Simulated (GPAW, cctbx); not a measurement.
# CdNiGe: what bonding does to one electron reflection, worked out

CdNiGe, P6_3/mmc (no. 194), a = 4.5800 Å, b = 4.5800 Å, c = 5.5695 Å, α = 90.00°, β = 90.00°, γ = 120.00°.

```csv
atom,mult.,x,y,z
Cd1,2,1/3,2/3,3/4
Ge1,2,1/3,2/3,1/4
Ni1,2,0,0,1/2
```

The start was made by putting kin elements into a known structure type; the compound need not exist, or be stable, in this form.

A DFT run (GPAW, PBE, 450 eV, 6×6×4 k-points (along the axes of the calculation cell), Fermi–Dirac width 0.1 eV, spin-polarised) gives the static X-ray structure factor of 100 as 21.601 e for the conventional cell; superposed free atoms give 22.113 e. **Problem.** Find the Fourier component V of the crystal potential and the two-beam extinction distance at 120 kV in both cases.

**1. Geometry**

The cell volume is Ω = 101.18 Å³ and d(100) = 3.9664 Å, so g = 1/d = 0.2521 Å⁻¹.

**2. The nuclei**

Electrons feel nuclei as well as electrons, so the nuclear charges are summed with the same phases.

Phase sums Σ exp(2πi h·x), turned so that the total is real and positive: Cd +1.000, Ge +1.000, Ni -2.000. Then F_Z = 48 × (+1.000) + 32 × (+1.000) + 28 × (-2.000) = 24.00 e. The electron term has the same sign for this reflection.

**3. Mott–Bethe**

Poisson's equation, term by term, gives V = (e/4πε₀)(F_Z − F)/(πΩg²), with e/4πε₀ = 14.3996 V Å.

The prefactor is 14.3996 × 3.9664²/(π × 101.18) = 0.71272 V per electron. Free atoms: (24.00 − 22.113) × 0.71272 = 1.345 V. Crystal: (24.00 − 21.601) × 0.71272 = 1.710 V. F changes by -2.32 % and V by +27.1 %: the same 0.51 e is measured against F_Z − F = 1.9 e in place of F = 22.1 e.

**4. Extinction distance**

In the two-beam case ξ = 1/(λU) with U = 2γm₀eV/h², that is ξ = 150.41 V Å²/(γλV).

At 120 kV, λ = 0.03349 Å and γ = 1.2348. Free atoms: ξ = 2705 Å. Crystal: ξ = 2127 Å. The thickness fringes go as sin²(πt/ξ), so the two patterns slip by a quarter of a period when t|1/ξ₁ − 1/ξ₀| = 1/4, at t ≈ 249 nm. Thermal motion, absorption and many-beam coupling, left out here, change a real pattern.

**5. Answer**

V(100) is 1.71 V against 1.34 V, and ξ is 2127 against 2705 Å. Limits: static atoms, two beams.

[Outputs are excerpts: Python notices, other lines and further rows are left out; steps that failed or that the build refused (PBEsol, TPSS) are not shown.]

[Logs are printed without paths, hosts, clocks, repeated set-up lines and the standing remarks that a program may print on its own settings, such as how far it seeks lower states.]
